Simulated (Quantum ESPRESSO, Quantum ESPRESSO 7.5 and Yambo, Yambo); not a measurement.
# SnSO (1T monolayer (Janus)): G0W0 with Yambo, start to end

How does a plane-wave GW calculation on SnSO (1T monolayer (Janus)) run from the first input to the gap?

Method: PBE and many-body steps on it, plane waves, in Quantum ESPRESSO 7.5 and Yambo 5.3.0.

## 1. The structure

The cell holds 3 atoms: 1 Sn, 1 O and 1 S. Its edges and angles: a = 3.469 Å, b = 3.469 Å, c = 14.000 Å, α = 90.0°, β = 90.0°, γ = 120.0°. Vacuum lies along c.

The structure was relaxed with PBE. The runs that relaxed it are not among those shown.

## 2. Ground state

This step: Quantum ESPRESSO 7.5; DFT, PBE with spin-orbit coupling, plane waves, norm-conserving pseudopotentials.

The ground-state density comes first.

The input, pw.in:

```
&control
  calculation = 'scf'
  prefix = 'x'
  outdir = 'o'
  pseudo_dir = 'pseudo'
/
&system
  ibrav = 0
  nat = 3
  ntyp = 3
  ecutwfc = 84.0
  nbnd = 44
  force_symmorphic = .true.
  noncolin = .true.
  lspinorb = .true.
/
&electrons
  conv_thr = 1e-10
  electron_maxstep = 80
  mixing_beta = 0.5
/
ATOMIC_SPECIES
  Sn 118.71 Sn.upf
  O 15.999 O.upf
  S 32.06 S.upf
CELL_PARAMETERS angstrom
  3.4693277090 -0.0000000002 0.0000000000
  -1.7346638543 3.0045259301 0.0000000000
  0.0000000000 0.0000000000 14.0000000000
ATOMIC_POSITIONS crystal
  Sn 0.0000000000 0.0000000000 0.5141041534
  O 0.3333333333 0.6666666667 0.5815881512
  S 0.6666666667 0.3333333333 0.4043076954
K_POINTS automatic
  12 12 1 0 0 0
```

Launch:

```sh
$ OMP_NUM_THREADS=1 mpirun -n 4 pw.x -nk 4 -in pw.in > pw.out
```

Log:

```text
Program PWSCF v.7.5 starts

     This program is part of the open-source Quantum ESPRESSO suite
     for quantum simulation of materials; please cite
         "P. Giannozzi et al., J. Phys.:Condens. Matter 21 395502 (2009);
         "P. Giannozzi et al., J. Phys.:Condens. Matter 29 465901 (2017);
         "P. Giannozzi et al., J. Chem. Phys. 152 154105 (2020);
     in publications or presentations arising from this work. More details at
     Message from routine setup:
     using ibrav=0 with symmetry is DISCOURAGED, use correct ibrav instead

     G-vector sticks info

     bravais-lattice index     =            0
     lattice parameter (alat)  =       6.5561  a.u.
     unit-cell volume          =     984.7952 (a.u.)^3
     number of atoms/cell      =            3
     number of atomic types    =            3
     number of electrons       =        34.00
     number of Kohn-Sham states=           44
     kinetic-energy cutoff     =      84.0000  Ry
     charge density cutoff     =     336.0000  Ry
     scf convergence threshold =      1.0E-10
     mixing beta               =       0.5000
     number of iterations used =            8  plain     mixing
     Exchange-correlation= PBE
                           (   1   4   3   4   0   0   0)
     Non magnetic calculation with spin-orbit

     celldm(1)=   6.556079  celldm(2)=   0.000000  celldm(3)=   0.000000
     celldm(4)=   0.000000  celldm(5)=   0.000000  celldm(6)=   0.000000

     crystal axes: (cart. coord. in units of alat)
               a(1) = (   1.000000  -0.000000   0.000000 )
               a(2) = (  -0.500000   0.866025   0.000000 )
               a(3) = (   0.000000   0.000000   4.035364 )

     reciprocal axes: (cart. coord. in units 2 pi/alat)
               b(1) = (  1.000000  0.577350 -0.000000 )
               b(2) = (  0.000000  1.154701 -0.000000 )
               b(3) = ( -0.000000 -0.000000  0.247809 )
     Pseudo is Norm-conserving + core correction, Zval = 22.0
     Generated using ONCVPSP code by D. R. Hamann
     Using radial grid of 1668 points, 10 beta functions with:
     Pseudo is Norm-conserving + core correction, Zval =  6.0
     Generated using ONCVPSP code by D. R. Hamann
     Using radial grid of  936 points,  8 beta functions with:
     Pseudo is Norm-conserving + core correction, Zval =  6.0
     Generated using ONCVPSP code by D. R. Hamann
     Using radial grid of 1146 points, 10 beta functions with:
     Sn               22.00   118.71000     Sn( 1.00)
     O                 6.00    15.99900     O ( 1.00)
     S                 6.00    32.06000     S ( 1.00)

      6 Sym. Ops. (no inversion) found

   Cartesian axes

     site n.     atom                  positions (alat units)
         1        Sn     tau(   1) = (   0.0000000   0.0000000   2.0745974  )
         2        O      tau(   2) = (  -0.0000000   0.5773503   2.3469199  )
         3        S      tau(   3) = (   0.5000000   0.2886751   1.6315287  )

     number of k points=    19
                       cart. coord. in units 2pi/alat
        k(    1) = (   0.0000000   0.0000000   0.0000000), wk =   0.0069444
        k(    2) = (   0.0000000   0.0962250   0.0000000), wk =   0.0416667
        k(    3) = (   0.0000000   0.1924501   0.0000000), wk =   0.0416667
        k(    4) = (   0.0000000   0.2886751   0.0000000), wk =   0.0416667
        k(    5) = (   0.0000000   0.3849002   0.0000000), wk =   0.0416667
        k(    6) = (   0.0000000   0.4811252   0.0000000), wk =   0.0416667
        k(    7) = (  -0.0000000  -0.5773503   0.0000000), wk =   0.0208333
        k(    8) = (   0.0833333   0.1443376   0.0000000), wk =   0.0416667
        k(    9) = (   0.0833333   0.2405626   0.0000000), wk =   0.0833333
        k(   10) = (   0.0833333   0.3367877   0.0000000), wk =   0.0833333
     [... 7 further rows ...]
        k(   18) = (   0.2500000   0.5292377   0.0000000), wk =   0.0833333
        k(   19) = (   0.3333333   0.5773503   0.0000000), wk =   0.0138889

     Dense  grid:   102473 G-vectors     FFT dimensions: (  40,  40, 160)

     Initial potential from superposition of free atoms

     starting charge      33.9984, renormalised to      34.0000
     Starting wfcs are   42 randomized atomic wfcs +    2 random wfcs

     per-process dynamical memory:   221.0 Mb

     Self-consistent Calculation

     iteration #  1     ecut=    84.00 Ry     beta= 0.50

     total energy              =    -498.02780478 Ry
     estimated scf accuracy    <       0.55686681 Ry

     iteration #  2     ecut=    84.00 Ry     beta= 0.50

     total energy              =    -498.08122553 Ry
     estimated scf accuracy    <       0.70282838 Ry

     iteration #  3     ecut=    84.00 Ry     beta= 0.50

     total energy              =    -498.21054315 Ry
     estimated scf accuracy    <       0.17189007 Ry

     iteration #  4     ecut=    84.00 Ry     beta= 0.50

     total energy              =    -498.23239125 Ry
     estimated scf accuracy    <       0.00611523 Ry

     iteration #  5     ecut=    84.00 Ry     beta= 0.50

     total energy              =    -498.23309185 Ry
     estimated scf accuracy    <       0.00054936 Ry

     iteration #  6     ecut=    84.00 Ry     beta= 0.50

     total energy              =    -498.23311093 Ry
     estimated scf accuracy    <       0.00003993 Ry

     iteration #  7     ecut=    84.00 Ry     beta= 0.50

     total energy              =    -498.23311840 Ry
     estimated scf accuracy    <       0.00000194 Ry

     iteration #  8     ecut=    84.00 Ry     beta= 0.50

     total energy              =    -498.23311867 Ry
     estimated scf accuracy    <       0.00000018 Ry

     iteration #  9     ecut=    84.00 Ry     beta= 0.50

     total energy              =    -498.23311870 Ry
     estimated scf accuracy    <       0.00000002 Ry

     iteration # 10     ecut=    84.00 Ry     beta= 0.50

     total energy              =    -498.23311870 Ry
     estimated scf accuracy    <          2.1E-09 Ry

     iteration # 11     ecut=    84.00 Ry     beta= 0.50

     total energy              =    -498.23311870 Ry
     estimated scf accuracy    <          1.3E-10 Ry

     iteration # 12     ecut=    84.00 Ry     beta= 0.50

     End of self-consistent calculation

          k = 0.0000 0.0000 0.0000 ( 12845 PWs)   bands (ev):

  -129.9606-129.9606 -91.0148 -91.0148 -83.4664 -83.4664 -83.4371 -83.4371
   -22.6719 -22.6719 -22.6671 -22.6671 -21.6828 -21.6828 -21.6337 -21.6337
   -21.6019 -21.6019 -18.8135 -18.8135 -13.9336 -13.9336  -6.0982  -6.0982
    -3.4887  -3.4887  -3.4383  -3.4383  -2.4111  -2.4111  -0.9130  -0.9130
    -0.8220  -0.8220   0.0002   0.0002   3.7038   3.7038   5.1590   5.1590
     5.3641   5.3641   5.7096   5.7096

          k = 0.0000 0.0962 0.0000 ( 12855 PWs)   bands (ev):

  -129.9606-129.9606 -91.0148 -91.0148 -83.4665 -83.4665 -83.4371 -83.4371
   -22.6876 -22.6719 -22.6628 -22.6593 -21.7089 -21.6645 -21.6392 -21.6244
   -21.6058 -21.6055 -18.7658 -18.7580 -13.8581 -13.8523  -6.1535  -6.1516
    -3.7281  -3.6911  -3.5376  -3.5306  -2.3538  -2.3400  -1.3455  -1.3278
    -0.9275  -0.9261   0.2594   0.3061   3.9384   4.0523   5.1398   5.1839
     5.4554   5.4718   5.7077   5.8209

          k = 0.0000 0.1925 0.0000 ( 12835 PWs)   bands (ev):

  -129.9606-129.9606 -91.0149 -91.0149 -83.4665 -83.4665 -83.4373 -83.4373
   -22.7075 -22.6770 -22.6559 -22.6543 -21.7382 -21.6698 -21.6346 -21.6195
   -21.6077 -21.6030 -18.6229 -18.6112 -13.6367 -13.6256  -6.3679  -6.3671
    -4.1945  -4.1485  -3.7412  -3.7329  -2.3627  -2.3401  -2.1501  -2.1125
    -1.0847  -1.0822   0.8491   0.8903   3.8773   4.1025   5.3239   5.4135
     5.7507   5.7721   6.0633   6.2816

          k = 0.0000 0.2887 0.0000 ( 12813 PWs)   bands (ev):

     [... further k-points ...]

     highest occupied, lowest unoccupied level (ev):    -0.8220    0.0002

!    total energy              =    -498.23311870 Ry
     estimated scf accuracy    <          2.4E-11 Ry

     The total energy is the sum of the following terms:
     one-electron contribution =   -1339.95181913 Ry
     hartree contribution      =     661.97355335 Ry
     xc contribution           =     -68.76514247 Ry
     ewald contribution        =     248.51028955 Ry

     convergence has been achieved in  12 iterations

     XML data file, charge density, pseudopotentials, collected wavefunctions

=------------------------------------------------------------------------------=
   JOB DONE.
=------------------------------------------------------------------------------=
```

It took 93 s on 4 MPI ranks of Arm Neoverse V2, shared host; peak memory 1.5 GiB.

This step gave:

```
total energy               : -6778.8069 eV
gap                        : 0.8222 eV
k of the valence top       : 0, 0, 0
k of the conduction bottom : 0, 0, 0
least direct gap           : 0.8222 eV
```

The gap is direct, at Γ.

## 3. Bands along the symmetry lines

Levels along a band path, at the cheap level, show where the edges lie and whether the meshes to come will hold them.

The input, pw.in:

```
&control
  calculation = 'bands'
  prefix = 'x'
  outdir = 'o'
  pseudo_dir = 'pseudo'
/
&system
  ibrav = 0
  nat = 3
  ntyp = 3
  ecutwfc = 84.0
  nbnd = 46
  force_symmorphic = .true.
  noncolin = .true.
  lspinorb = .true.
/
&electrons
  conv_thr = 1e-9
  electron_maxstep = 80
  diago_full_acc = .true.
  diago_thr_init = 5e-6
/
ATOMIC_SPECIES
  Sn 118.71 Sn.upf
  O 15.999 O.upf
  S 32.06 S.upf
CELL_PARAMETERS angstrom
  3.4693277090 -0.0000000002 0.0000000000
  -1.7346638543 3.0045259301 0.0000000000
  0.0000000000 0.0000000000 14.0000000000
ATOMIC_POSITIONS crystal
  Sn 0.0000000000 0.0000000000 0.5141041534
  O 0.3333333333 0.6666666667 0.5815881512
  S 0.6666666667 0.3333333333 0.4043076954
K_POINTS crystal
  25
  0.00000000 0.00000000 0.00000000 1
  0.06250000 0.00000000 0.00000000 1
  0.12500000 0.00000000 0.00000000 1
  0.18750000 0.00000000 0.00000000 1
  0.25000000 0.00000000 0.00000000 1
  0.31250000 0.00000000 0.00000000 1
  0.37500000 0.00000000 0.00000000 1
  0.43750000 0.00000000 0.00000000 1
  0.50000000 0.00000000 0.00000000 1
  0.47916667 0.04166667 0.00000000 1
  0.45833333 0.08333333 0.00000000 1
  0.43750000 0.12500000 0.00000000 1
  0.41666666 0.16666666 0.00000000 1
  0.39583333 0.20833333 0.00000000 1
  0.37500000 0.25000000 0.00000000 1
  0.35416666 0.29166666 0.00000000 1
  0.33333333 0.33333333 0.00000000 1
  0.29166666 0.29166666 0.00000000 1
  0.25000000 0.25000000 0.00000000 1
  0.20833333 0.20833333 0.00000000 1
  0.16666666 0.16666666 0.00000000 1
  0.12500000 0.12500000 0.00000000 1
  0.08333333 0.08333333 0.00000000 1
  0.04166667 0.04166667 0.00000000 1
  0.00000000 0.00000000 0.00000000 1
```

Log:

```text
[banner, memory and clock lines left out]
Program PWSCF v.7.5 starts

     Atomic positions and unit cell read from directory:
     o/x.save/

     Message from routine setup:
     using ibrav=0 with symmetry is DISCOURAGED, use correct ibrav instead

     G-vector sticks info

     bravais-lattice index     =            0
     lattice parameter (alat)  =       6.5561  a.u.
     unit-cell volume          =     984.7952 (a.u.)^3
     number of atoms/cell      =            3
     number of atomic types    =            3
     number of electrons       =        34.00
     number of Kohn-Sham states=           46
     kinetic-energy cutoff     =      84.0000  Ry
     charge density cutoff     =     336.0000  Ry
     Exchange-correlation= PBE
                           (   1   4   3   4   0   0   0)
     Non magnetic calculation with spin-orbit

     celldm(1)=   6.556079  celldm(2)=   0.000000  celldm(3)=   0.000000
     celldm(4)=   0.000000  celldm(5)=   0.000000  celldm(6)=   0.000000

     crystal axes: (cart. coord. in units of alat)
               a(1) = (   1.000000  -0.000000   0.000000 )
               a(2) = (  -0.500000   0.866025   0.000000 )
               a(3) = (   0.000000   0.000000   4.035364 )

     reciprocal axes: (cart. coord. in units 2 pi/alat)
               b(1) = (  1.000000  0.577350 -0.000000 )
               b(2) = (  0.000000  1.154701 -0.000000 )
               b(3) = ( -0.000000 -0.000000  0.247809 )
     Pseudo is Norm-conserving + core correction, Zval = 22.0
     Generated using ONCVPSP code by D. R. Hamann
     Using radial grid of 1668 points, 10 beta functions with:
     Pseudo is Norm-conserving + core correction, Zval =  6.0
     Generated using ONCVPSP code by D. R. Hamann
     Using radial grid of  936 points,  8 beta functions with:
     Pseudo is Norm-conserving + core correction, Zval =  6.0
     Generated using ONCVPSP code by D. R. Hamann
     Using radial grid of 1146 points, 10 beta functions with:
     Sn               22.00   118.71000     Sn( 1.00)
     O                 6.00    15.99900     O ( 1.00)
     S                 6.00    32.06000     S ( 1.00)

      6 Sym. Ops. (no inversion) found

   Cartesian axes

     site n.     atom                  positions (alat units)
         1        Sn     tau(   1) = (   0.0000000   0.0000000   2.0745974  )
         2        O      tau(   2) = (  -0.0000000   0.5773503   2.3469199  )
         3        S      tau(   3) = (   0.5000000   0.2886751   1.6315287  )

     number of k points=    25
                       cart. coord. in units 2pi/alat
        k(    1) = (   0.0000000   0.0000000   0.0000000), wk =   0.0400000
        k(    2) = (   0.0625000   0.0360844   0.0000000), wk =   0.0400000
        k(    3) = (   0.1250000   0.0721688   0.0000000), wk =   0.0400000
[...]
[... 13 further rows ...]
        k(   24) = (   0.0416667   0.0721688   0.0000000), wk =   0.0400000
        k(   25) = (   0.0000000   0.0000000   0.0000000), wk =   0.0400000

     Dense  grid:   102473 G-vectors     FFT dimensions: (  40,  40, 160)

     The potential is recalculated from file :
     o/x.save/charge-density

     Starting wfcs are   42 randomized atomic wfcs +    4 random wfcs

     Band Structure Calculation

     End of band structure calculation

          k = 0.0000 0.0000 0.0000 ( 12845 PWs)   bands (ev):

  -129.9606-129.9606 -91.0147 -91.0147 -83.4664 -83.4664 -83.4370 -83.4370
   -22.6718 -22.6718 -22.6671 -22.6671 -21.6828 -21.6828 -21.6336 -21.6336
   -21.6019 -21.6019 -18.8135 -18.8135 -13.9336 -13.9336  -6.0982  -6.0982
    -3.4887  -3.4887  -3.4383  -3.4383  -2.4111  -2.4111  -0.9130  -0.9130
[...]
5.3641   5.3641   5.7097   5.7097   6.1570   6.1570

          k = 0.0625 0.0361 0.0000 ( 12867 PWs)   bands (ev):

  -129.9606-129.9606 -91.0147 -91.0147 -83.4664 -83.4664 -83.4371 -83.4371
[...]
5.4145   5.4261   5.6942   5.7727   6.1658   6.1768

          k = 0.1250 0.0722 0.0000 ( 12857 PWs)   bands (ev):

  -129.9606-129.9606 -91.0148 -91.0148 -83.4664 -83.4664 -83.4372 -83.4372
[...]
5.5757   5.5977   5.8279   6.0034   6.3442   6.3843

[...]
k = 0.0417 0.0722 0.0000 ( 12847 PWs)   bands (ev):

  -129.9606-129.9606 -91.0147 -91.0147 -83.4664 -83.4664 -83.4371 -83.4371
[...]
5.4319   5.4459   5.6883   5.7976   6.1533   6.2227

          k = 0.0000 0.0000 0.0000 ( 12845 PWs)   bands (ev):

  -129.9606-129.9606 -91.0147 -91.0147 -83.4664 -83.4664 -83.4370 -83.4370
[...]
-3.4887  -3.4887  -3.4383  -3.4383  -2.4111  -2.4111  -0.9130  -0.9130
    -0.8220  -0.8220   0.0002   0.0002   3.7038   3.7038   5.1590   5.1590
     5.3641   5.3641   5.7097   5.7097   6.1570   6.1570

     XML data file, pseudopotentials, collected wavefunctions
```

The job ended after 37 s (4 MPI ranks; peak memory 0.84 GiB; 2.5 min of CPU time).

Numbers from this step:

```
gap                        : 0.8222 eV
k of the valence top       : 0, 0, 0
k of the conduction bottom : 0, 0, 0
least direct gap           : 0.8222 eV
```

The gap is 0.822 eV, as in the run before at this level.

The electronic bands at the labelled points (eV, zero at the top of the highest filled band):

| point | band 31 | band 32 | band 33 | band 34 | band 35 | band 36 | band 37 | band 38 |
| --- | --- | --- | --- | --- | --- | --- | --- | --- |
| Γ | -0.09 | -0.09 | 0.00 | 0.00 | 0.82 | 0.82 | 4.53 | 4.53 |
| halfway | -1.31 | -1.30 | -0.44 | -0.44 | 2.17 | 2.18 | 4.35 | 4.58 |
| M | -1.19 | -1.19 | -0.72 | -0.72 | 1.80 | 1.80 | 4.87 | 4.87 |
| halfway | -1.32 | -1.30 | -1.08 | -1.08 | 2.41 | 2.43 | 5.84 | 5.97 |
| K | -1.44 | -1.42 | -1.03 | -1.03 | 2.88 | 2.89 | 5.82 | 6.12 |
| halfway | -1.38 | -1.37 | -0.89 | -0.88 | 2.43 | 2.45 | 4.86 | 5.11 |
| Γ | -0.09 | -0.09 | 0.00 | 0.00 | 0.82 | 0.82 | 4.53 | 4.53 |

[end of part 1 of 3]

[Paths, hosts, dates, memory and timing lines, banners, echoed tables and standing remarks are left out of the program output.]

[Logs are printed without paths, hosts, clocks, repeated set-up lines and the standing remarks that a program may print on its own settings, such as how far it seeks lower states.]

[Runs of the session that timed out or met a known fault of the program may be left out.]

[Hosts, paths, dates, database ids (printed as entryN), source tags and the programs' standing remarks are cut or masked in the printed files.]
